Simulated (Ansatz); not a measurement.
## The stack of Zr2NF2 MXene under 2H-WS2, upper layer turned by 180° under a gate

How does the stack of Zr2NF2 MXene under 2H-WS2, upper layer turned by 180° take up charge from its gate?

Program: Ansatz 0.2.0. Level of theory: plane-wave DFT, PBEsol-D3(BJ), Ansatz PAW. Results are calculated unless marked as measured.

Report form: the programs' logs are mostly left out.

### 1. Set-up

The cell holds 8 atoms: 2 F, 2 Zr, 1 N, 2 S and 1 W. Its edges and angles: a = 3.199 Å, b = 3.199 Å, c = 53.010 Å, α = 90.0°, β = 90.0°, γ = 120.0°. Regions: layer 1: Zr2NF2 MXene, 5 atoms (2 F, 2 Zr and 1 N); layer 2: 2H-WS2, 3 atoms (2 S and 1 W). Vacuum lies along c.

### 2. Relaxation

The starting cell is a guess, so the in-plane lattice and the atoms are relaxed first, with the slab cut off from its images along the normal.

File input.yaml:

```yaml
crystal:
  lattice:
    - [3.19875, 0.0, 0.0]
    - [-1.599375, 2.7701987604, 0.0]
    - [0.0, 0.0, 53.0096997928]
  atoms:
    - { symbol: F, position: [0.3333333333, 0.6666666667, 0.396153913] }
    - { symbol: Zr, position: [0.6666666667, 0.3333333333, 0.4163860593], spin: 1.0 }
    - { symbol: "N", position: [0.0, 0.0, 0.440335257] }
    - { symbol: Zr, position: [0.3333333333, 0.6666666667, 0.4642844546], spin: 1.0 }
    - { symbol: F, position: [0.6666666667, 0.3333333333, 0.4845166009] }
    - { symbol: S, position: [0.0, 0.0, 0.5382803463] }
    - { symbol: W, position: [0.3333333333, 0.6666666667, 0.5710632166] }
    - { symbol: S, position: [0.0, 0.0, 0.603846087] }
  periodic: [true, true, false]
magnetization:
  spin_polarized: true
kpoints:
  mp_grid: { grid: [12, 12, 1] }
hamiltonian:
  xc: pbesol
  dispersion: d3bj
scf:
  occupations: { method: fermi_dirac, width: 0.05 }
  convergence: { dr2_threshold: 1.0e-09 }
relax:
  f_tol: 0.004
  max_steps: 90
  cell: {}
output:
  write_potential: true
  write_density: true
  volumetric_format: npy
```

Command:

```
$ ansatz run input.yaml --threads 4 --pin off --max-ram 12288MiB --backend cpu --events-out ev --progress --plain --runs-dir out
```

It took 4.2 min on 4 threads of Intel Xeon 6975P-C (Granite Rapids), shared host; peak memory 1.4 GiB.

The steps of the relaxation:

```csv
step,energy less that of the first step (eV),largest force component (eV/Å),volume (Å³)
1,0.0000,4.7130,469.73
2,-1.3632,0.7865,467.32
3,-1.4889,0.1600,461.03
4,-1.4889,0.2019,459.29
5,-1.4960,0.0226,460.71
6,-1.4960,0.0219,460.67
7,-1.4963,0.0108,460.73
8,-1.4963,0.0056,460.74
9,-1.4963,0.0047,460.74
10,-1.4963,0.0007,460.73
11*,-1.4925,0.0012,460.73
12,-1.4926,0.0025,460.55
13*,-1.4925,0.0025,460.55
```

Relaxation steps marked * repeat the geometry before them on a plane-wave basis chosen anew for their cell, so energy and pressure can jump there. Relaxation step 4 was tried and not accepted.

The run keeps the 6 symmetry operations that it works with, so distortions that break them were not tested.

```csv
cell as run,before,after,change
a (Å),3.199,3.167,-1.0 %
b (Å),3.199,3.167,-1.0 %
```

The atoms that moved most (Å, along periodic axes as changes of fractional coordinates times the final cell, across vacuum about the mean position):

```csv
atom,dx,dy,dz,length
S8,0.000,0.000,-0.386,0.386
F5,0.000,0.000,0.323,0.323
W7,0.000,0.000,-0.203,0.203
Zr2,0.000,0.000,0.184,0.184
N3,0.000,0.000,0.126,0.126
F1,0.000,0.000,-0.096,0.096
Zr4,0.000,0.000,0.067,0.067
S6,0.000,0.000,-0.014,0.014
```

Numbers from this step:

* energy at zero smearing: -22274.8992 eV

The lattice constant a goes from 3.199 to 3.167 Å.

### 3. Gated layer, added electrons 0, start network

The slab is cut off from its images along the normal. A charged sheet stands for each gate, the layer takes the opposite charge, and a barrier ahead of the sheet keeps electrons from leaking to it. The uncharged case sets the zero; a dense mesh is needed because few carriers fill a small part of the zone.

The cell differs from the one that the last finished run ended in (c 53.010 → 51.720 Å).

File input.yaml:

```yaml
crystal:
  lattice:
    - [3.1673517345, 0.0, 0.0]
    - [-1.5836758673, 2.7430070648, 0.0]
    - [0.0, 0.0, 51.7203331182]
  atoms:
    - { symbol: F, position: [0.3333333333, 0.6666666667, 0.3963624896] }
    - { symbol: Zr, position: [0.6666666667, 0.3333333333, 0.4225166411] }
    - { symbol: "N", position: [0.0, 0.0, 0.4459431319] }
    - { symbol: Zr, position: [0.3333333333, 0.6666666667, 0.4693372963] }
    - { symbol: F, position: [0.6666666667, 0.3333333333, 0.4950258007] }
    - { symbol: S, position: [0.0, 0.0, 0.5436178641] }
    - { symbol: W, position: [0.3333333333, 0.6666666667, 0.573561896] }
    - { symbol: S, position: [0.0, 0.0, 0.6036375104] }
  periodic: [true, true, false]
  symmetry: { detect: true }
kpoints:
  mp_grid: { grid: [42, 42, 1] }
  band_path:
    path: [[0, 0, 0], [0.5, 0, 0], [0.33333333, 0.33333333, 0], [0, 0, 0]]
    npoints: 16
hamiltonian:
  xc: pbesol
  dispersion: d3bj
scf:
  occupations: { method: fermi_dirac, width: 0.05 }
  convergence: { dr2_threshold: 1.0e-10 }
output:
  forces: true
  eigenvalues: true
  dos: { projected: true, e_range: [-3, 3], de: 0.01 }
  write_potential: true
  write_density: true
  volumetric_format: npy
  elf: true
external_charges:
  - { charge: 0, barrier: 10, axis: 3, height: 34.22, sigma: 0.25 }
```

Wall time 2 min (4 threads); peak memory 2.4 GiB.

Numbers from this step:

```
energy at zero smearing                                                             : -22274.8989 eV
potential beyond the upper barrier and gate, less the barrier, from the Fermi level : 3.897 eV
```

Running mean over a fixed 2.7 Å (it still follows the layers) of the planar mean; beyond a gate it holds the 10 eV model barrier. Table of electron's electrostatic potential energy less the Fermi level by z:

```csv
z (Å),electron's electrostatic potential energy less the Fermi level (eV)
4,3.67
5,3.67
6,3.67
7,3.67
8,3.67
9,3.67
10,3.67
11,3.67
12,3.67
13,3.67
14,3.67
15,3.67
16,3.67
17,3.67
18,3.65
19,2.45
20,-1.93
21,-9.68
22,-12.8
23,-14.3
24,-13.0
25,-10.4
26,-3.29
27,-2.51
28,-6.31
29,-12.6
30,-12.7
31,-8.87
32,-2.43
33,3.08
34,8.03
35,11.7
36,13.9
37,13.9
38,13.9
39,13.9
40,13.9
41,13.9
42,13.9
43,13.9
44,13.9
45,13.9
46,13.9
47,13.9
```

The density of states has structure finer than the step of the table below, so its rows give means over 0.2 eV, whole bins alone (the curve runs from -3 to 1.72 eV). Peaks (eV: height): -2.71: 5.95, 0.53: 5.00, 0.98: 8.65, 1.17: 8.72, 1.47: 10.9, 1.57: 12.4, 1.69: 12.1.

The density of states by energy, zero at the Fermi level; means over each step:

```csv
energy (eV),density of states (states/eV a cell)
-2.8,3.10
-2.6,3.34
-2.4,2.57
-2.2,2.08
-2.0,1.86
-1.8,1.47
-1.6,1.19
-1.4,0.999
-1.2,0.656
-1.0,0.495
-0.8,1.05
-0.6,1.23
-0.4,1.56
-0.2,1.38
0.0,1.21
0.2,1.47
0.4,3.23
0.6,4.08
0.8,4.31
1.0,6.83
1.2,5.26
1.4,5.02
1.6,9.76
```

Projected DOS per atom over height of the atomic layer and energy from the Fermi level. Layers: F Zr N Zr F S W S from below.

Ten even steps from '0' (0.00 states/eV) to '9' (3.61 states/eV), each cell a mean:
```
07170151
03030050
02020151
01010292
01010151
01010141
01010020
01010000
01010000
02020000
01010000
01010000
00000000
00000000
01010000
01010000
01010010
01010010
01010020
00000030
00000151
00000020
```
Columns: height of the atomic layer (Å) from 20.5 to 31.2 (not evenly spaced); rows upwards: energy from the Fermi level (eV) from -2.98 to 1.72.

The electronic bands at the labelled points (eV, zero at the Fermi level):

```csv
point,band 31,band 32,band 33,band 34,band 35,band 36,band 37,band 38
Γ,-3.48,-3.48,-1.79,-0.37,-0.37,-0.33,1.12,1.12
halfway,-3.87,-3.40,-2.68,-2.10,0.35,0.58,0.80,0.96
M,-3.89,-3.11,-3.08,-2.75,1.09,1.16,1.56,2.20
halfway,-4.63,-3.91,-2.27,-2.09,0.76,1.33,1.37,1.82
K,-5.08,-4.15,-1.82,-0.14,0.00,0.24,0.27,1.62
halfway,-4.14,-3.12,-2.70,-1.49,-0.88,0.28,1.04,1.22
Γ,-3.48,-3.48,-1.79,-0.37,-0.37,-0.33,1.12,1.12
```

Force by atom:

```csv
atom,x (eV/Å),y (eV/Å),z (eV/Å),size
F1,0.000,0.000,-0.006,0.006
Zr2,0.000,0.000,0.104,0.104
N3,0.000,0.000,-0.002,0.002
Zr4,0.000,0.000,-0.124,0.124
F5,0.000,0.000,0.028,0.028
S6,0.000,0.000,-0.011,0.011
W7,0.000,0.000,-0.001,0.001
S8,0.000,0.000,-0.007,0.007
```

ELF in the ca plane at fractional y = 0.667, with atoms of F and Zr and W within 0.2 Å of it. It is the smooth field of the valence electrons, not physical close to the nuclei.

Ten even steps from '0' (0.00) to '9' (0.81), each cell a mean:
```
00000000000000000013532575311246401589985334
00000000000000000014542576311256401699986434
00000000000000135411322442242123200478863232
00000000000002589972112323898510000134534786
00000000000013798895123227848930000002237637
00000000000013798796123238837940000001237627
00000000000002589973112324899610000124434787
00000000000000246521222442353112200367763333
```
Columns run along c (16.0 Å, from fractional 0.28 to 0.59 of the cell), rows up along a (3.2 Å). Atoms in or near the plane, at fractional coordinates: F at (0.40, 0.33), Zr at (0.47, 0.33), W at (0.57, 0.33).

Electrostatic potential energy in the ca plane at fractional y = 0.667, with atoms of F and Zr and W within 0.2 Å of it. With pseudopotentials it is smooth inside the atoms' cores, unlike the true potential.

Ten even steps from '0' (-67 eV) to '9' (10 eV), each cell a mean:
```
76656777777788888887677777777778888889999999
76556777777788888887677777777778888889999999
77667777766778888887777666777788888889999999
67777776411467888888876312477888888889999999
36778875100157888888874000267888888889999999
26788875000157888888874000167888888889999999
67777776311467888888875211467888888889999999
77767777655678888887777655677788888889999999
```
Columns run along c (16.0 Å, from fractional 0.40 to 0.71 of the cell; values clipped at the 3rd and 97th percentile), rows up along a (3.2 Å). Atoms in or near the plane, at fractional coordinates: Zr at (0.47, 0.33), W at (0.57, 0.33).

Valence density in the ca plane at fractional y = 0.667, with atoms of F and Zr and W within 0.2 Å of it. It is the smooth field of the valence electrons, not physical close to the nuclei.

Ten steps, logarithmic in the rise over the least value, from '0' (0.0 e/Å³) to '9' (5.7 e/Å³), each cell a mean:
```
24555454433334321234554433445442100000000000
24555554433334321234554433445543100000000000
33444444455433211123444455444432100000000000
64333335788642110122345788644321000000000000
96322336899852100012347999853211000000000000
96322336899852100012347999853211000000000000
75333335788742100112345898743321000000000000
43444444555433211123444565444432100000000000
```
Columns run along c (16.0 Å, from fractional 0.40 to 0.71 of the cell), rows up along a (3.2 Å). Atoms in or near the plane, at fractional coordinates: Zr at (0.47, 0.33), W at (0.57, 0.33).

There is no gap.

### 4. Gated layer, added electrons 0.5×10¹³ per cm², start atoms

input.yaml: that of step 3 with these lines changed.

```diff
@@ -16,7 +16,5 @@
   symmetry: { detect: true }
+total_charge: -0.004344
 kpoints:
   mp_grid: { grid: [42, 42, 1] }
-  band_path:
-    path: [[0, 0, 0], [0.5, 0, 0], [0.33333333, 0.33333333, 0], [0, 0, 0]]
-    npoints: 16
 hamiltonian:
@@ -30,3 +28,2 @@
   eigenvalues: true
-  dos: { projected: true, e_range: [-3, 3], de: 0.01 }
   write_potential: true
@@ -34,4 +31,4 @@
   volumetric_format: npy
-  elf: true
 external_charges:
   - { charge: 0, barrier: 10, axis: 3, height: 34.22, sigma: 0.25 }
+  - { charge: 0.004344, axis: 3, height: 35.72, sigma: 0.42 }
```

The job ended after 2.1 min (4 threads; peak memory 2.4 GiB; 8.3 min of CPU time).

This step gave:

- energy at zero smearing: -22274.9150 eV
- potential beyond the upper barrier and gate, less the barrier, from the Fermi level: 3.549 eV

Force by atom:

```csv
atom,x (eV/Å),y (eV/Å),z (eV/Å),size
F1,0.000,0.000,-0.006,0.006
Zr2,0.000,0.000,0.106,0.106
N3,0.000,0.000,-0.002,0.002
Zr4,0.000,0.000,-0.132,0.132
F5,0.000,0.000,0.035,0.035
S6,0.000,0.000,-0.006,0.006
W7,0.000,0.000,0.002,0.002
S8,0.000,0.000,-0.016,0.016
```

Against the uncharged case this takes +0.35 V.

### 5. Gated layer, added electrons -0.5×10¹³ per cm², start atoms

input.yaml: that of step 4 with these lines changed.

```diff
@@ -16,3 +16,3 @@
   symmetry: { detect: true }
-total_charge: -0.004344
+total_charge: 0.004344
 kpoints:
@@ -33,2 +33,2 @@
   - { charge: 0, barrier: 10, axis: 3, height: 34.22, sigma: 0.25 }
-  - { charge: 0.004344, axis: 3, height: 35.72, sigma: 0.42 }
+  - { charge: -0.004344, axis: 3, height: 35.72, sigma: 0.42 }
```

Elapsed: 2 min, on 4 threads; peak memory 2.4 GiB.

Against the uncharged case this takes -0.36 V.

### 6. Gated layer, added electrons 2×10¹³ per cm², start atoms

input.yaml: that of step 5 with these lines changed.

```diff
@@ -16,3 +16,3 @@
   symmetry: { detect: true }
-total_charge: 0.004344
+total_charge: -0.017376
 kpoints:
@@ -33,2 +33,2 @@
   - { charge: 0, barrier: 10, axis: 3, height: 34.22, sigma: 0.25 }
-  - { charge: -0.004344, axis: 3, height: 35.72, sigma: 0.42 }
+  - { charge: 0.017376, axis: 3, height: 35.72, sigma: 0.42 }
```

Wall time 2.1 min (4 threads); peak memory 2.4 GiB; 8.2 min of CPU time.

Against the uncharged case this takes +1.37 V.

### 7. Gated layer, added electrons -2×10¹³ per cm², start atoms

input.yaml: that of step 6 with these lines changed.

```diff
@@ -16,3 +16,3 @@
   symmetry: { detect: true }
-total_charge: -0.017376
+total_charge: 0.017376
 kpoints:
@@ -33,2 +33,2 @@
   - { charge: 0, barrier: 10, axis: 3, height: 34.22, sigma: 0.25 }
-  - { charge: 0.017376, axis: 3, height: 35.72, sigma: 0.42 }
+  - { charge: -0.017376, axis: 3, height: 35.72, sigma: 0.42 }
```

Elapsed: 2.2 min, on 4 threads; peak memory 2.5 GiB; 8.6 min of CPU time.

Against the uncharged case this takes -1.56 V.

### 8. Gated layer, added electrons 6×10¹³ per cm²

input.yaml: that of step 7 with these lines changed.

```diff
@@ -16,5 +16,8 @@
   symmetry: { detect: true }
-total_charge: 0.017376
+total_charge: -0.052128
 kpoints:
   mp_grid: { grid: [42, 42, 1] }
+  band_path:
+    path: [[0, 0, 0], [0.5, 0, 0], [0.33333333, 0.33333333, 0], [0, 0, 0]]
+    npoints: 16
 hamiltonian:
@@ -28,2 +31,3 @@
   eigenvalues: true
+  dos: { projected: true, e_range: [-3, 3], de: 0.01 }
   write_potential: true
@@ -31,4 +35,5 @@
   volumetric_format: npy
+  elf: true
 external_charges:
   - { charge: 0, barrier: 10, axis: 3, height: 34.22, sigma: 0.25 }
-  - { charge: -0.017376, axis: 3, height: 35.72, sigma: 0.42 }
+  - { charge: 0.052128, axis: 3, height: 35.72, sigma: 0.42 }
```

Wall time 2.1 min (4 threads); peak memory 2.4 GiB.

Against the uncharged case this takes +3.96 V.

### 9. Gated layer, added electrons -6×10¹³ per cm²

input.yaml: that of step 8 with these lines changed.

```diff
@@ -16,3 +16,3 @@
   symmetry: { detect: true }
-total_charge: -0.052128
+total_charge: 0.052128
 kpoints:
@@ -38,2 +38,2 @@
   - { charge: 0, barrier: 10, axis: 3, height: 34.22, sigma: 0.25 }
-  - { charge: 0.052128, axis: 3, height: 35.72, sigma: 0.42 }
+  - { charge: -0.052128, axis: 3, height: 35.72, sigma: 0.42 }
```

It took 2.3 min on 4 threads; peak memory 2.4 GiB.

[end of part 1 of 2]

[Logs are printed without paths, hosts, clocks, repeated set-up lines and the standing remarks that a program may print on its own settings, such as how far it seeks lower states.]

[Hosts, paths, dates, database ids (printed as entryN), source tags and the programs' standing remarks are cut or masked in the printed files.]

[Maps of the electrostatic potential energy from Ansatz leave out the sawtooth potential of an applied field or a dipole correction, so their vacuum need not be flat; planar profiles and work functions include it.]

[The density of states shown here was stored with 400 of the rows of the run's finer table, so its peaks can read low, often by over a quarter, or be missed, and its means over a window can be off by a tenth or more.]
